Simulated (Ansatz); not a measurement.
# Phonons of Ca2Si (Fm-3m) against volume, part 2 of 2

Wanted: mode Grüneisen parameters of Ca2Si (Fm-3m).

Ansatz 0.2.0; DFT LDA, scalar-relativistic, plane waves, PAW.

So far, highest frequency on the path or at a solved wavevector (cm⁻¹): step 2 (phonons on a q mesh) 286; step 4 (phonons at the other volume, volume ratio 0.97) 296.

## Step 5: Relaxing at another volume, volume ratio 1.03

The volume is scaled by 1.03 and held; symmetry leaves nothing to relax, so this is a single point. The modes can then be followed against volume.

The input, input.yaml:

```yaml
crystal:
  lattice:
    - [0.0, 3.5358931723, 3.5358931723]
    - [3.5358931723, 0.0, 3.5358931723]
    - [3.5358931723, 3.5358931723, 0.0]
  atoms:
    - { symbol: Ca, position: [0.75, 0.75, 0.75] }
    - { symbol: Ca, position: [0.25, 0.25, 0.25] }
    - { symbol: Si, position: [0.0, 0.0, 0.0] }
kpoints:
  mp_grid: { grid: [8, 8, 8] }
hamiltonian:
  xc: lda
scf:
  occupations: { method: fixed }
output:
  forces: true
  stress: true
  eigenvalues: true
```

Started as:

```
$ ansatz run input.yaml --threads 4 --pin off --max-ram 7168MiB --backend cpu --events-out ev --progress --plain --runs-dir out
```

Numbers of over 12 decimals in the logs are rounded to 6 here.

Output:

```text
[...]
Crystal: 3 atoms, lattice volume = 88.415 Å³
Basis set: ecut = 420 eV, 1759 PW (Γ)
Bands: 16, of which v1, the nominal top of the filled ones, is band 12 counted from 1 (11 counted from 0)
Symmetry: 48 space group operations
[...]
k-points: 29 of 512
[...]
P = ⅓ Tr σ = -1.1692 GPa (-11.692 kbar)
--- Band table (eV; the first three rows and the last of 29) ---
  k-point 0: bands = [... 8 lower, -1.4252, 4.7481, 4.7481, 4.7481, 6.9485, 6.9485, 7.0016, 10.1072]
  k-point 1: bands = [... 8 lower, -1.3320, 4.4042, 4.7983, 4.7983, 6.9988, 6.9988, 7.5374, 9.5877]
  k-point 2: bands = [... 8 lower, -1.0896, 3.8407, 4.9228, 4.9228, 7.1575, 7.1575, 8.2530, 9.1637]
  k-point 28: bands = [... 8 lower, -0.4624, 3.9593, 3.9593, 4.8942, 6.2580, 7.7361, 7.7361, 8.6148]
[key lines of the parts left out:]
SCF converged after 6 iterations
Free energy (F): -4155.319888 eV
Fermi energy:    5.215269 eV
```

Wall time 0.68 s (4 threads of Arm Neoverse V2, shared host); peak memory 0.34 GiB; 2.3 s of CPU time.

This step gave:

```yaml
pressure: -1.169 GPa
gap_on_the_k_mesh: 0.4479 eV
volume_per_atom: 29.47 Å³
direct_gap_on_mesh: 0.4479 eV
```

The run ends at a pressure of -1.17 GPa.

## Step 6: Phonons at the other volume, volume ratio 1.03

The phonons are repeated at this volume on the same k and q meshes.

input.yaml, the sections that differ from step 5:

```yaml
output:
  eigenvalues: true
phonons:
  method: dfpt
  dielectric: true
  rigid_motions: translations
  qmesh: [2, 2, 2]
  temperatures: { t_max: 1000, t_step: 50 }
  qpath:
    path:
      - [[0.0, 0.0, 0.0], [0.5, 0.0, 0.5], [0.625, 0.25, 0.625]]
      - [[0.375, 0.375, 0.75], [0.0, 0.0, 0.0], [0.5, 0.5, 0.5], [0.5, 0.25, 0.75], [0.5, 0.0, 0.5]]
    npoints: 10
# crystal, kpoints, hamiltonian, scf: as in step 5
```

Output:

```text
[...]
Crystal: 3 atoms, lattice volume = 88.415 Å³
Basis set: ecut = 420 eV, 1759 PW (Γ), exchange–correlation on 72×72×72 points (8 copies of the dense FFT grid, shifted against one another)
Bands: 16, of which v1, the nominal top of the filled ones, is band 12 counted from 1 (11 counted from 0)
Symmetry: 48 space group operations
[...]
ω (cm⁻¹)  modes    IR ((D/Å)²/amu)
[...]
276.88      1            16.1026
  optical modes at Γ + LO–TO along q̂ = [0.0000, 0.0000, 1.0000]:
      ω (cm⁻¹)  modes    IR ((D/Å)²/amu)
        189.03      3             0.0000
        217.47      2            32.2052
        276.88      1            16.1026
--- Phonons (arbitrary-q DFPT): 3 irreducible q on the 2×2×2 mesh ---
[...]
interpolated dispersion: 63 rows × 9 modes
[...]
[key lines of the parts left out:]
SCF converged after 7 iterations
Free energy (F): -4155.319888 eV
Fermi energy:    5.215287 eV
```

It took 44 s on 4 threads; peak memory 0.83 GiB.

This step gave:

```yaml
sum_rule_residual_before_enforcement: 4.91e-5 eV/Å²
miss_of_the_charge_sum_rule: 3.82e-4 e
estimated_error_of_the_dielectric_tensor: 0.04218
estimated_error_of_the_born_charges: 0.02639 e
highest_frequency_on_the_path_or_at_a_solved_wavevector: 276.9 cm⁻¹
mean_frequency: 169.5 cm⁻¹
debye_temperature_second_moment: 330 K
logarithmic_mean_frequency: 160 cm⁻¹
highest_optical_mode_at_the_zone_centre_no_lo_to_term: 217.5 cm⁻¹
lowest_optical_zone_centre_mode: 189.0 cm⁻¹
mean_high_frequency_dielectric_constant: 13.23
largest_born_charge_third_of_the_trace: -3.81 e
mean_static_dielectric_constant: 21.44
top_of_the_zone_centre_spectrum_with_the_field: 276.9 cm⁻¹
lowest_mode_on_the_q_mesh_acoustic_modes_at_gamma_apart: 74.25 cm⁻¹
zero_point_energy_per_atom: 31.52 meV
```

Frequencies (cm⁻¹) solved at each irreducible wavevector; negative means imaginary. Frequencies by wavevector, by row:

```tsv
q in reciprocal lattice units	star	mode 1	mode 2	mode 3	mode 4	mode 5	mode 6	mode 7	mode 8	mode 9
0 0 0	1	0	0	0	189	189	189	217.5	217.5	217.5
0 0 -0.5	4	114.8	114.8	143.1	160.7	160.7	186	211.2	211.2	239.7
0 -0.5 -0.5	3	74.2	103.9	103.9	170.8	170.8	214.2	214.2	237	238.2
```

The highest optical mode at the zone centre (no LO-TO term) is 217.5 cm⁻¹, -10.9 cm⁻¹ against the base run.

The log warns of the k mesh: “the force constants stand on the 8×8×8 k-mesh, whose period is 10.88 times the interband length at k = (0.0000, -0.5000, -0.5000), direct gap 0.448 eV, under 14: take them and everything formed from them as unconverged”.

## Step 7: Grüneisen parameters

The Grüneisen parameter of a mode is minus the logarithmic change of its frequency with volume, −d ln ω / d ln V; weighted by heat capacity it gives the expansion.

This step gave:

```
bulk modulus              : 42.1 GPa
gap deformation potential : 1.643 eV
```

The phonon branches at the labelled points (cm⁻¹):

```tsv
point	branch 1	branch 2	branch 3	branch 4	branch 5	branch 6	branch 7	branch 8	branch 9
Γ	0	0	0	195	195	195	228	228	286
halfway	78	78	149	155	180	180	228	228	276
X	79	110	110	172	172	227	227	243	247
halfway	81	113	114	170	176	225	227	241	244
U	86	122	122	162	185	218	227	236	239
jump to K	86	122	122	162	185	218	227	236	239
halfway	79	105	144	159	168	193	226	228	266
Γ	0	0	0	195	195	195	228	228	286
halfway	81	81	119	180	181	181	227	227	272
L	115	115	149	167	167	191	223	223	249
halfway	109	114	135	159	185	198	228	233	240
W	86	104	151	151	185	223	230	230	236
halfway	82	108	124	168	178	226	226	240	241
X	79	110	110	172	172	227	227	243	247
```

The same for volume x 0.97:

```tsv
point	branch 1	branch 2	branch 3	branch 4	branch 5	branch 6	branch 7	branch 8	branch 9
Γ	0	0	0	202	202	202	240	240	296
X	85	117	117	173	173	240	240	250	256
U	92	126	128	163	187	226	240	246	250
K	92	126	128	163	187	226	240	246	250
Γ	0	0	0	202	202	202	240	240	296
L	115	115	154	174	174	196	235	235	258
W	92	110	155	155	187	229	241	241	249
X	85	117	117	173	173	240	240	250	256
```

The same for volume x 1.03:

```tsv
point	branch 1	branch 2	branch 3	branch 4	branch 5	branch 6	branch 7	branch 8	branch 9
Γ	0	0	0	189	189	189	218	218	277
X	74	104	104	171	171	214	214	237	238
U	80	116	118	161	182	210	215	227	230
K	80	116	118	161	182	210	215	227	230
Γ	0	0	0	189	189	189	218	218	277
L	115	115	143	161	161	186	211	211	240
W	79	99	147	147	183	217	220	220	224
X	74	104	104	171	171	214	214	237	238
```

The first set of phonon branches as a text plot (rows in cm⁻¹):

```
    290 |***                         *****
    278 |   *****                ****     ***
    265 |        ***            *            **
    253 |           **       ***               *****
    240 |            ********                       *************
    228 |********************************************************
    216 |         **     ***                             *
    204 |        *          ***                       ***
    191 |****              **  ************     ****** ****
    179 |   ********   ****  **  ***       *****   ****    *****
    166 |    **     *******    ***            ********      *****
    154 |      *           * ****              ***    ******
    142 |                   *** *            **   **   **  *
    130 |    ** *          ****                     ***     **
    117 |        *     ****    * *          *   ********      **
    105 |        ******         *             **      ***********
     92 |   *   * **       ***** ***       * *          **
     80 |      *    *******     *         * *             *******
     68 |  * **                  ****      *
     56 |   *                     **     **
     43 |                           *
     31 | **                        **  **
     18 | *                          *  *
      6 |*                            **
         Γ           X  U|K            Γ         L        W     X
```

Mode Grueneisen parameter -dln(w)/dln(V), modes matched by rank; at Γ the acoustic branches take the value of a neighbouring point of the path. The mode Grüneisen parameters at the labelled points ():

```tsv
point	branch 1	branch 2	branch 3	branch 4	branch 5	branch 6	branch 7	branch 8	branch 9
Γ	0.97	0.97	0.84	1.09	1.09	1.09	1.61	1.61	1.11
halfway	1.30	1.30	1.23	0.87	0.80	0.80	1.75	1.75	1.13
X	2.16	1.95	1.95	0.19	0.19	1.87	1.87	0.86	1.17
halfway	2.22	1.87	1.73	0.21	0.27	1.67	1.85	1.02	1.20
U	2.23	1.45	1.45	0.22	0.50	1.18	1.83	1.32	1.38
jump to K	2.23	1.45	1.45	0.22	0.50	1.18	1.83	1.32	1.38
halfway	1.31	0.30	1.18	0.84	1.21	0.86	1.72	1.69	1.21
Γ	1.01	0.36	1.12	1.09	1.09	1.09	1.61	1.61	1.11
halfway	0.39	0.39	1.35	0.90	1.10	1.06	1.69	1.69	1.17
L	0.07	0.07	1.21	1.28	1.28	0.85	1.78	1.78	1.23
halfway	1.76	0.95	0.51	0.92	0.78	1.07	1.73	1.48	1.37
W	2.54	1.66	0.82	0.82	0.32	0.90	1.50	1.50	1.73
halfway	2.31	1.86	1.50	0.34	0.25	1.60	1.69	1.19	1.25
X	2.16	1.95	1.95	0.19	0.19	1.87	1.87	0.86	1.17
```

The mode Grüneisen parameters as a text plot (rows in , shown from 0.2 to 2.4 only):

```
   2.33 |                                                    *
   2.23 |              ****                             *     **
   2.14 |            **    *                                    *
   2.05 |           *       *                          *
   1.96 |            **                                        **
   1.86 |        **********                                   ***
   1.77 |      ** **   **  * **               *********  ** ***
   1.68 |  ****        *    *********     ****     *   *  ** **
   1.59 |**      *      **          ******          **  ** ** *
   1.49 |       **      *****  *              *       ** ** *
   1.40 |                 *****              * *      **** * *
   1.31 |      **        **  ****          **    * ***      **
   1.22 |    ***       ** *  ****       ***  ******* * *    * ***
   1.12 |*********** ** *        **************    **
   1.03 |  **       *  *   **     ****** ****       ******    *
   0.94 |**  **  ****      *     *         ***     *  *   **   *
   0.85 |********    **         *            *  ***  * ****     *
   0.75 |      *           **  *               *      *  * *
   0.66 |       *           ***               *     ** **
   0.57 |                                              **
   0.48 |        *       **             ****          *     *
   0.38 |         **    *           ****    *       *    *   *
   0.29 |              *    ********         *            *****
   0.20 |           ********                  **   *          ***
         Γ           X  U|K            Γ         L        W     X
```

(dS/dlnV)/C_V. Thermodynamic Grueneisen parameter against temperature:

```tsv
temperature (K)	thermodynamic Grueneisen parameter
50	1.16
100	1.17
150	1.18
200	1.18
250	1.19
300	1.19
350	1.19
400	1.19
450	1.19
500	1.19
550	1.19
600	1.19
650	1.19
700	1.19
750	1.19
800	1.19
850	1.19
900	1.19
950	1.19
1000	1.19
```

Gamma C_V/(B V) at the static volume. Volume expansion against temperature:

```tsv
temperature (K)	volume expansion (1e-6/K)
50	9
100	24.2
150	31.8
200	35.4
250	37.3
300	38.4
350	39.0
400	39.5
450	39.8
500	40.0
550	40.2
600	40.3
650	40.4
700	40.5
750	40.6
800	40.6
850	40.7
900	40.7
950	40.7
1000	40.8
```

## Step 8: Results

| Property | Result |
| --- | --- |
| bulk modulus | 42.1 GPa |
| gap deformation potential | 1.64 eV |
| thermodynamic Grüneisen parameter at 300 K | 1.189 |
| volume expansion at 300 K, estimated | 38.36 × 10⁻⁶ K⁻¹ |

What this shows: By this estimate the volume grows by 38.4 × 10⁻⁶ per kelvin at 300 K. Without the field, the highest optical mode at Γ goes from 240 to 217 cm⁻¹ as the cell grows, a Grüneisen parameter of 1.62. Mode parameters on the path run from 0.07 to 2.5, with a median of 1.2. Branches are matched by rank, so values near crossings are rough. The expansion is the Grüneisen estimate at the static volume, with the static bulk modulus. With the field response the log warns that the k mesh is coarse for the force constants too, so the frequencies may not be converged. The program warns that the interpolation holds no quadrupole term, so branches close to Γ can be off in this crystal.

[Logs are printed without paths, hosts, clocks, repeated set-up lines and the standing remarks that a program may print on its own settings, such as how far it seeks lower states.]

[Hosts, paths, dates, database ids (printed as entryN), source tags and the programs' standing remarks are cut or masked in the printed files.]
